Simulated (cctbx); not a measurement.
## MgCu4I2O6: as given, inverted or twinned?

Space group C2 (no. 5), a = 11.6128 Å, b = 6.6270 Å, c = 6.1170 Å, α = 90.00°, β = 121.28°, γ = 90.00°.

| atom | mult. | x | y | z | Ueq (Å²) |
| --- | --- | --- | --- | --- | --- |
| I1 | 4 | 0.7548 | 0.9846 | 0.1082 | 0.0069 |
| Cu1 | 2 | 0 | 0.4871 | 0 | 0.0118 |
| Cu2 | 4 | 0.7491 | 0.7434 | 0.4990 | 0.0103 |
| Cu3 | 2 | 0 | 0.4931 | 1/2 | 0.0096 |
| Mg1 | 2 | 0 | 0.0033 | 1/2 | 0.0140 |
| O1 | 4 | 0.7947 | 0.9835 | 0.7030 | 0.0126 |
| O2 | 4 | 0.5457 | 0.2098 | 0.3291 | 0.0129 |
| O3 | 4 | 0.5550 | 0.7762 | 0.3431 | 0.0132 |

The model was made for the exercise: a known structure type with other elements put in, its volume estimated, not relaxed; displacement parameters are assumed.

Data sets are simulated with cctbx and refined with Bijvoet mates kept apart; Flack x is then fitted as the share of an inverted twin with the atoms fixed, Hooft y from the Bijvoet differences. The group has rotations alone, so the crystal has a hand.

Untwinned crystal. What Flack and Hooft values should come out?

| λ (Å) | extinction (unmodelled) | d min (Å) | top counts | error (%) | model | R1 | Flack x | s.u. | Hooft y | s.u. | pairs |
| --- | --- | --- | --- | --- | --- | --- | --- | --- | --- | --- | --- |
| 0.71073 | 0 | 0.77 | 40000 | 1.5 | as given | 0.0106 | 0.01 | 0.04 | 0.056 | 0.047 | 413 |
| 0.71073 | 0 | 0.77 | 40000 | 1.5 | inverted | 0.0127 | 1.00 | 0.04 | 0.975 | 0.056 | 413 |
| 1.54184 | 0.1 | 0.83 | 20000 | 1.5 | as given | 0.0125 | -0.013 | 0.007 | 0.000 | 0.013 | 323 |

With Mo Kα, x is within 3 s.u. of 0, so the hand is right. With Cu Kα, x is within 3 s.u. of 0, so the hand is right. Inverting the model turns x into about 1 − x.

A further crystal gives:

| λ (Å) | extinction (unmodelled) | d min (Å) | top counts | error (%) | model | R1 | Flack x | s.u. | Hooft y | s.u. | pairs |
| --- | --- | --- | --- | --- | --- | --- | --- | --- | --- | --- | --- |
| 1.54184 | 0.1 | 0.8 | 20000 | 6 | as given | 0.0256 | 0.45 | 0.03 | 0.415 | 0.033 | 376 |

**Question.** What is it?

It was simulated as an inversion twin with a fraction 0.5 of the inverted domain. Flack x is over 3 s.u. from both 0 and 1 and reads that fraction.
